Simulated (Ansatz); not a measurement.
# LaScH6 (built on the sites of a database entry of LaAlH6): following an unstable mode, part 2 of 2

Which phase does LaScH6 (built on the sites of a database entry of LaAlH6) fall into along its unstable mode, and how much energy does it gain?

Ansatz 0.2.0; DFT PBEsol, scalar-relativistic, plane waves, PAW.

So far, highest frequency on the path or at a solved wavevector (cm⁻¹): step 2 (phonons on a q mesh) 1432. Also lowest frequency on the path (cm⁻¹): step 2 -483.

The structure was built from a prototype and need not be the compound's stable phase.

### Step 4. The mode frozen in, largest atomic shift 0.45 Å

The atoms are moved along the unstable eigenvector, the largest shift by 0.45 Å, with the cell fixed.

Contents of input.yaml:

```yaml
crystal:
  lattice:
    - [0.0, -3.7220932814, -4.6076643924]
    - [-3.223427337, 1.8610466407, -4.6076643924]
    - [3.223427337, 1.8610466407, -4.6076643924]
  atoms:
    - { symbol: La, position: [0.25, 0.25, 0.25] }
    - { symbol: La, position: [0.75, 0.75, 0.75] }
    - { symbol: Sc, position: [0.0, 0.0, 0.0] }
    - { symbol: Sc, position: [0.5, 0.5, 0.5] }
    - { symbol: H, position: [0.0884126745, -0.0511902862, 0.6552972759] }
    - { symbol: H, position: [0.4488097138, 0.5884126745, 0.1552972759] }
    - { symbol: H, position: [-0.0511902862, 0.6552972759, 0.0884126745] }
    - { symbol: H, position: [0.5884126745, 0.1552972759, 0.4488097138] }
    - { symbol: H, position: [0.6552972759, 0.0884126745, -0.0511902862] }
    - { symbol: H, position: [0.1552972759, 0.4488097138, 0.5884126745] }
    - { symbol: H, position: [0.4115873255, 0.5511902862, 0.8447027241] }
    - { symbol: H, position: [1.0511902862, 0.9115873255, 0.3447027241] }
    - { symbol: H, position: [0.5511902862, 0.8447027241, 0.4115873255] }
    - { symbol: H, position: [0.9115873255, 0.3447027241, 1.0511902862] }
    - { symbol: H, position: [0.8447027241, 0.4115873255, 0.5511902862] }
    - { symbol: H, position: [0.3447027241, 1.0511902862, 0.9115873255] }
kpoints:
  mp_grid: { grid: [6, 6, 6] }
hamiltonian:
  xc: pbesol
scf:
  occupations: { method: gaussian, width: 0.02 }
output:
  forces: true
  stress: true
  eigenvalues: true
```

Run with:

```console
ansatz run input.yaml --threads 8 --pin off --max-ram 14336MiB --backend cpu --events-out ev --progress --plain --runs-dir out
```

Numbers of over 12 decimals in the logs are rounded to 6 here.

The log of the run:

```text
[...]
Crystal: 16 atoms, lattice volume = 165.847 Å³
Basis set: ecut = 420 eV, 3273 PW (Γ), exchange–correlation on 80×80×80 points (8 copies of the dense FFT grid, shifted against one another)
Bands: 44, of which v1, the nominal top of the filled ones, is band 28 counted from 1 (27 counted from 0)
Symmetry: 12 space group operations
[...]
k-points: 32 of 216
[...]
k-point 0: bands = [... 24 lower, 4.6090, 6.5034, 6.5034, 6.6797, 8.1474, 8.4454, 8.4454, 8.9073, ... 3 higher]
  k-point 1: bands = [... 24 lower, 4.8477, 5.9997, 6.4530, 6.5478, 8.3030, 8.3191, 8.5685, 9.0034, ... 3 higher]
  k-point 2: bands = [... 24 lower, 4.8924, 5.1527, 6.2735, 6.3090, 8.2070, 8.3813, 8.8274, 9.0397, ... 3 higher]
  k-point 31: bands = [... 24 lower, 5.0930, 5.0930, 5.0930, 5.0930, 8.9958, 8.9958, 9.2012, 9.2012, ... 3 higher]
[key lines of the parts left out:]
SCF converged after 6 iterations
Free energy (F): -16739.660718 eV
Fermi energy:    7.079968 eV
P = ⅓ Tr σ = -3.7091 GPa (-37.091 kbar)
```

Elapsed: 2.8 s, on 8 threads of Intel Xeon Platinum 8259CL at 2.50GHz (Skylake/Cascade Lake), shared host; peak memory 0.86 GiB; 18 s of CPU time.

Numbers from this step:

```yaml
pressure: -3.709 GPa
gap_on_the_k_mesh: 0.8011 eV
energy_from_the_undistorted_cell: -28.19 meV/atom
```

The energy, extrapolated to zero smearing, is -28.19 meV/atom against the undistorted cell.

The run ends at a pressure of -3.71 GPa, with forces up to 0.19 eV/Å.

### Step 5. Energy along the mode, all amplitudes (two of the runs are shown above)

An imaginary frequency means negative curvature, so the energy should fall and then rise again as anharmonic terms take over.

Numbers from this step:

| Quantity | Value |
| --- | --- |
| depth at the lowest point sampled | 28.19 meV/atom |
| largest atomic shift at that point | 0.45 Å |

Table of energy from the parent by largest atomic shift:

```
largest atomic shift (Å)  energy from the parent (meV/atom)
                   0.000                                  0
                   0.040                             -0.507
                   0.080                              -1.99
                   0.140                              -5.79
                   0.220                              -12.8
                   0.320                              -22.0
                   0.450                              -28.2
                   0.600                              -16.2
```

Displacement at unit largest shift by atom:

| atom | x (Å) | y (Å) | z (Å) | size |
| --- | --- | --- | --- | --- |
| La1 | 0.00 | 0.00 | 0.00 | 0.00 |
| La2 | 0.00 | 0.00 | 0.00 | 0.00 |
| Sc3 | 0.00 | 0.00 | 0.00 | 0.00 |
| Sc4 | 0.00 | 0.00 | 0.00 | 0.00 |
| H5 | 0.50 | -0.87 | 0.00 | 1.00 |
| H6 | -0.50 | 0.87 | 0.00 | 1.00 |
| H7 | 0.50 | 0.87 | 0.00 | 1.00 |
| H8 | -0.50 | -0.87 | 0.00 | 1.00 |
| H9 | -1.00 | 0.00 | 0.00 | 1.00 |
| H10 | 1.00 | 0.00 | 0.00 | 1.00 |
| H11 | -0.50 | 0.87 | 0.00 | 1.00 |
| H12 | 0.50 | -0.87 | 0.00 | 1.00 |
| H13 | -0.50 | -0.87 | 0.00 | 1.00 |
| H14 | 0.50 | 0.87 | 0.00 | 1.00 |
| H15 | 1.00 | 0.00 | 0.00 | 1.00 |
| H16 | -1.00 | 0.00 | 0.00 | 1.00 |

The lowest of the steps tried is at 0.45 Å, 28.2 meV/atom below the parent; the bottom of the well need not coincide with a step.

### Step 6. Relaxation from the frozen mode

Starting from the lowest point found, all atoms and the cell are let go, so that strain and other modes of the same symmetry can join in.

input.yaml: that of step 4 with these lines changed.

```diff
@@ -27,3 +27,3 @@
 scf:
-  occupations: { method: gaussian, width: 0.02 }
+  occupations: { method: fixed }
 output:
@@ -32 +32,6 @@
   eigenvalues: true
+relax:
+  adjacent_minimum: "off"
+  f_tol: 0.002
+  max_steps: 120
+  cell: { stress_tol: 0.03 }
```

The log of the run:

```text
[...]
Crystal: 16 atoms, lattice volume = 165.847 Å³
Basis set: ecut = 420 eV, 3273 PW (Γ), exchange–correlation on 80×80×80 points (8 copies of the dense FFT grid, shifted against one another)
Bands: 44, of which v1, the nominal top of the filled ones, is band 28 counted from 1 (27 counted from 0)
Symmetry: 12 space group operations
[...]
k-points: 32 of 216
[...]
SCF iter   1: F=—  HF=-16739.694928 eV  |F-HF|=—  |Δ(HF+E_count)|=         —  Δρ=8.03e-3  dr2=1.27e-1  ethr=1.77e-3  ⟨swp⟩=3.9  Hψ=4688  notcnv=0  defer=430
[...]
SCF iter   6: F=-16739.660718 eV  HF=-16739.660718 eV  |F-HF|=5.58e-9  |Δ(HF+E_count)|=   3.95e-6  Δρ=8.03e-6  dr2=9.01e-8  ethr=1.79e-10  ⟨swp⟩=12.9  Hψ=9722  notcnv=0
SCF 1 converged in 6 iterations: F = -16739.660718 eV  dr2 = 9.01e-8
[...]
relax step   1: F+E_penalty+E_count = -16739.66071806 eV  Δ(F+E_penalty+E_count) = +0.000e0 eV  max|allowed force component| = 1.486e-1 eV/Å  Δτ_max = 0.0000 Å  P = -3.709 GPa  Ω = 165.847 Å³  (6 SCF iters, dr2 threshold 1.00e-7 eV, accepted)
Crystal: 16 atoms, lattice volume = 146.154 Å³
Basis set: ecut = 420 eV, 2853 PW (Γ), exchange–correlation on 80×80×80 points (8 copies of the dense FFT grid, shifted against one another)
[...]
iter 1 solved again at ethr=3.04e-4 eV; its pass at ethr=3.10e-3 eV (dr2=1.70e-1 eV) is discarded
[...]
SCF iter   6: F=-16739.656941 eV  HF=-16739.656941 eV  |F-HF|=5.47e-8  |Δ(HF+E_count)|=   3.83e-6  Δρ=1.00e-5  dr2=1.09e-7  ethr=2.86e-9  ⟨swp⟩=16.9  Hψ=11132  notcnv=0
SCF 2 converged in 6 iterations: F = -16739.656941 eV  dr2 = 1.09e-7
relax step   2: F+E_penalty+E_count = -16739.65694092 eV  Δ(F+E_penalty+E_count) = +3.777e-3 eV  max|allowed force component| = 1.657e-1 eV/Å  Δτ_max = 0.0615 Å  P = +5.763 GPa  Ω = 146.154 Å³  energy of the carried Pulay correction = +1.567e-2 eV  (6 SCF iters, dr2 threshold 1.60e-6 eV, rejected (line search))
Crystal: 16 atoms, lattice volume = 157.227 Å³
Basis set: ecut = 420 eV, 3087 PW (Γ), exchange–correlation on 80×80×80 points (8 copies of the dense FFT grid, shifted against one another)
[...]
SCF iter   8: F=-16739.818223 eV  HF=-16739.818223 eV  |F-HF|=3.64e-12  |Δ(HF+E_count)|=  1.46e-11  Δρ=1.44e-7  dr2=3.74e-11  ethr=1.00e-12  ⟨swp⟩=16.7  Hψ=12527  notcnv=0
SCF 3 converged in 8 iterations: F = -16739.818223 eV  dr2 = 3.74e-11
relax step   3: F+E_penalty+E_count = -16739.81822266 eV  Δ(F+E_penalty+E_count) = -1.575e-1 eV  max|allowed force component| = 7.178e-3 eV/Å  Δτ_max = 0.0631 Å  P = -0.698 GPa  Ω = 157.227 Å³  energy of the carried Pulay correction = +6.623e-3 eV  (8 SCF iters, accepted)
[...]
relax step   4: F+E_penalty+E_count = -16739.82331744 eV  Δ(F+E_penalty+E_count) = -5.095e-3 eV  max|allowed force component| = 1.129e-2 eV/Å  Δτ_max = 0.0157 Å  P = +0.312 GPa  Ω = 154.640 Å³  energy of the carried Pulay correction = +8.681e-3 eV  (5 SCF iters, dr2 threshold 1.60e-6 eV, accepted)
[...]
relax step   5: F+E_penalty+E_count = -16739.82454485 eV  Δ(F+E_penalty+E_count) = -1.227e-3 eV  max|allowed force component| = 1.775e-3 eV/Å  Δτ_max = 0.0037 Å  P = +0.001 GPa  Ω = 155.274 Å³  energy of the carried Pulay correction = +8.173e-3 eV  (4 SCF iters, dr2 threshold 1.49e-6 eV, accepted)
[...]
relax step   6: F+E_penalty+E_count = -16739.81761832 eV  Δ(F+E_penalty+E_count) = +6.927e-3 eV  max|allowed force component| = 1.539e-3 eV/Å  Δτ_max = 0.0000 Å  P = -0.032 GPa  Ω = 155.274 Å³  stress off target by 3.70e-2 GPa  SCF on the basis re-selected at this cell (its energy is not comparable with the rows above)  (6 SCF iters)
[...]
relax step   7: F+E_penalty+E_count = -16739.81768709 eV  Δ(F+E_penalty+E_count) = -6.876e-5 eV  max|allowed force component| = 1.749e-3 eV/Å  Δτ_max = 0.0013 Å  P = +0.002 GPa  Ω = 155.193 Å³  energy of the carried Pulay correction = +6.697e-5 eV  (5 SCF iters, dr2 threshold 3.42e-9 eV, accepted)
[...]
SCF iter   3: F=-16739.817624 eV  HF=-16739.817624 eV  |F-HF|=6.18e-11  |Δ(HF+E_count)|=  4.40e-10  Δρ=2.83e-7  dr2=1.99e-11  ethr=1.00e-12  ⟨swp⟩=12.6  Hψ=8468  notcnv=0
SCF 8 converged in 3 iterations: F = -16739.817624 eV  dr2 = 1.99e-11
relax step   8: F+E_penalty+E_count = -16739.81762407 eV  Δ(F+E_penalty+E_count) = +6.301e-5 eV  max|allowed force component| = 1.746e-3 eV/Å  Δτ_max = 0.0000 Å  P = +0.001 GPa  Ω = 155.193 Å³  stress off target by 5.58e-3 GPa  SCF on the basis re-selected at this cell (its energy is not comparable with the rows above)  (3 SCF iters)
[...]
SCF converged after 3 iterations
Free energy (F): -16739.817624 eV
[...]
Internal energy: -16739.817624 eV  (E = F + TS)
E sigma→0 (E₀):  -16739.817624 eV
Fermi energy:    7.548093 eV
[...]
--- Forces (eV/Å), atoms counted from 1 ---
  atom   1  La    -0.00000000     0.00000000     0.00000000
  atom   2  La    -0.00000000     0.00000000     0.00000000
  atom   3  Sc     0.00000000     0.00000000    -0.00000000
  atom   4  Sc    -0.00000000     0.00000000     0.00000000
  atom   5  H      0.00114653     0.00088718     0.00174619
  atom   6  H      0.00134159     0.00054933     0.00174619
  atom   7  H     -0.00134159     0.00054933     0.00174619
  atom   8  H     -0.00114653     0.00088718     0.00174619
  atom   9  H      0.00019506    -0.00143651     0.00174619
  atom  10  H     -0.00019506    -0.00143651     0.00174619
  atom  11  H     -0.00114653    -0.00088718    -0.00174619
  atom  12  H     -0.00134159    -0.00054933    -0.00174619
  atom  13  H      0.00134159    -0.00054933    -0.00174619
  atom  14  H      0.00114653    -0.00088718    -0.00174619
  atom  15  H     -0.00019506     0.00143651    -0.00174619
  atom  16  H      0.00019506     0.00143651    -0.00174619
  max |Σ_I F_I| component: 1.08e-17 eV/Å
--- Stress (GPa, compression-positive) ---
        0.004970      -0.000000       0.000000
       -0.000000       0.004970       0.000000
        0.000000       0.000000      -0.005580
  P = ⅓ Tr σ = 0.0015 GPa (0.015 kbar)
--- Band table (eV; the first three rows and the last of 32) ---
  k-point 0: bands = [... 24 lower, 5.4544, 7.3677, 7.3677, 7.5481, 8.9662, 9.2664, 9.2664, 9.7034, ... 12 higher]
  k-point 1: bands = [... 24 lower, 5.5502, 6.8251, 7.3022, 7.4042, 9.0980, 9.1290, 9.4028, 9.8385, ... 12 higher]
  k-point 2: bands = [... 24 lower, 5.4677, 5.9193, 7.0945, 7.1238, 8.9408, 9.1638, 9.6914, 9.9446, ... 12 higher]
  k-point 31: bands = [... 24 lower, 5.8074, 5.8074, 5.8074, 5.8074, 9.8639, 9.8639, 10.0889, 10.0889, ... 12 higher]
--- Relaxed structure (6 steps of the walk, 5 accepted, 2 SCFs on fresh bases) ---
  F+E_penalty+E_count = -16739.81762407 eV   max|allowed force component| = 1.746e-3 eV/Å   (the final SCF, on the basis selected at the relaxed cell)
  cell:  # Å, volume = 155.1928 Å³
    - [0, -3.618358, -4.562433]
    - [-3.133590, 1.809179, -4.562433]
    - [3.133590, 1.809179, -4.562433]
  atoms:
    - { symbol: La, position: [0.250000, 0.250000, 0.250000] }
    - { symbol: La, position: [0.750000, 0.750000, 0.750000] }
    - { symbol: Sc, position: [1.7108805368776194e-19, 0, 0] }
    - { symbol: Sc, position: [0.500000, 0.500000, 0.500000] }
    - { symbol: H, position: [0.097099, -0.064051, 0.659936] }
    - { symbol: H, position: [0.435949, 0.597099, 0.159936] }
    - { symbol: H, position: [-0.064051, 0.659936, 0.097099] }
    - { symbol: H, position: [0.597099, 0.159936, 0.435949] }
    - { symbol: H, position: [0.659936, 0.097099, -0.064051] }
    - { symbol: H, position: [0.159936, 0.435949, 0.597099] }
    - { symbol: H, position: [0.402901, 0.564051, 0.840064] }
    - { symbol: H, position: [1.064051, 0.902901, 0.340064] }
    - { symbol: H, position: [0.564051, 0.840064, 0.402901] }
    - { symbol: H, position: [0.902901, 0.340064, 1.064051] }
    - { symbol: H, position: [0.840064, 0.402901, 0.564051] }
    - { symbol: H, position: [0.340064, 1.064051, 0.902901] }
```

The job ended after 19 s (8 threads; peak memory 0.92 GiB).

Relaxation path:

| step | energy less that of the first step (eV) | largest force component (eV/Å) | pressure (GPa) | volume (Å³) |
| --- | --- | --- | --- | --- |
| 1 | 0.0000 | 0.1486 | -3.71 | 165.85 |
| 2 | 0.0038 | 0.1657 | 5.76 | 146.15 |
| 3 | -0.1575 | 0.0072 | -0.70 | 157.23 |
| 4 | -0.1626 | 0.0113 | 0.31 | 154.64 |
| 5 | -0.1638 | 0.0018 | 0.00 | 155.27 |
| 6* | -0.1569 | 0.0015 | -0.03 | 155.27 |
| 7 | -0.1570 | 0.0017 | 0.00 | 155.19 |
| 8* | -0.1569 | 0.0017 | 0.00 | 155.19 |

Relaxation steps marked * repeat the geometry before them on a plane-wave basis chosen anew for their cell, so energy and pressure can jump there. Relaxation step 2 was tried and not accepted.

Forces are held to the 12 operations that the run works with; a distortion that breaks them can't arise in this run.

| conventional cell, symmetrised | before | after | change |
| --- | --- | --- | --- |
| a (Å) | 6.447 | 6.267 | -2.8 % |
| b (Å) | 6.447 | 6.267 | -2.8 % |
| c (Å) | 13.823 | 13.687 | -1.0 % |
| volume (Å³/atom) | 10.37 | 9.70 | -6.4 % |

The atoms that moved most (Å, as changes of fractional coordinates times the final cell):

```
atom      dx      dy      dz  length
  H5   0.055  -0.046  -0.002   0.072
 H11  -0.055   0.046   0.002   0.072
  H8  -0.055  -0.046  -0.002   0.072
 H14   0.055   0.046   0.002   0.072
 H16  -0.068   0.024   0.002   0.072
 H10   0.068  -0.024  -0.002   0.072
  H9  -0.068  -0.024  -0.002   0.072
 H15   0.068   0.024   0.002   0.072
```

Final coordinates:

```
La Sc H
1.0
     0.00000   -3.61836   -4.56243
    -3.13359    1.80918   -4.56243
     3.13359    1.80918   -4.56243
La Sc H
2 2 12
Direct
  0.25000 0.25000 0.25000
  0.75000 0.75000 0.75000
  0.00000 0.00000 0.00000
  0.50000 0.50000 0.50000
  0.09710 0.93595 0.65994
  0.43595 0.59710 0.15994
  0.93595 0.65994 0.09710
  0.59710 0.15994 0.43595
  0.65994 0.09710 0.93595
  0.15994 0.43595 0.59710
  0.40290 0.56405 0.84006
  0.06405 0.90290 0.34006
  0.56405 0.84006 0.40290
  0.90290 0.34006 0.06405
  0.84006 0.40290 0.56405
  0.34006 0.06405 0.90290
```

Numbers from this step:

```yaml
pressure: 0.001453 GPa
gap_on_the_k_mesh: 0.6309 eV
volume_per_atom: 9.700 Å³
```

The distorted start has space group R-3c; the relaxation ends in R-3c.

### Step 7. The phases reached

The phases reached along the modes that were followed are set side by side.

Energies are those of the first relaxation, on the mesh of the frozen mode; space group, volume and gap are those of the last relaxation. Phases, by row:

```csv
mode frozen in,space group,energy from parent (meV/atom),volume (Å³/atom),gap on mesh (eV),lowest zone-centre optical mode (cm⁻¹),largest shift (Å)
parent,R-3m,0,10.37,0.596,–,–
"q = (0, 0, 0), 483i cm⁻¹",Pm-3,-85.28,8.76,0.146,-449.9,0.833
"q = (-0.5, -0.5, -0.5), 479i cm⁻¹",R-3c,-38,9.7,0.631,–,0.506
```

### Step 8. Outcome

* unstable mode of the parent: q = (-0.5, -0.5, -0.5), 479i cm⁻¹
* depth at the lowest point sampled: 28.2 meV/atom
* largest atomic shift at that point: 0.45 Å
* space group reached (within 0.01 Å): R-3c
* energy gained over the parent (first relaxation, on the mesh of the frozen mode): 38.0 meV/atom
* volume per atom, phase reached: 9.70 Å³
* gap on the k-mesh, phase reached: 0.631 eV

What this shows: Along this mode the structure falls into R-3c, 38.0 meV/atom below the parent. At the parent's cell the well is 28.19 meV/atom deep on the steps tried, with its lowest point at a shift of 0.45 Å. Relaxing atoms and cell changes the gain by +9.81 meV/atom against the lowest step (energies at zero smearing). The modes of the phase reached were not computed on this path. Of the 2 patterns followed to their end from this parent, this one ends 47.3 meV/atom above the lowest, Pm-3. Each path keeps the symmetry of its pattern, so a lower phase may lie along a pattern not tried. The q mesh stands for a supercell only 8.8 Å across, so branches between the solved wavevectors are rough. The program warns that the interpolation holds no quadrupole term, so branches close to Γ can be off in this crystal. Spin-orbit coupling is left out, which can matter for the heavy elements here. The starting cell was built on a prototype and not taken from a measurement, so the phase need not exist.

[Logs are printed without paths, hosts, clocks, repeated set-up lines and the standing remarks that a program may print on its own settings, such as how far it seeks lower states.]

[Hosts, paths, dates, database ids (printed as entryN), source tags and the programs' standing remarks are cut or masked in the printed files.]
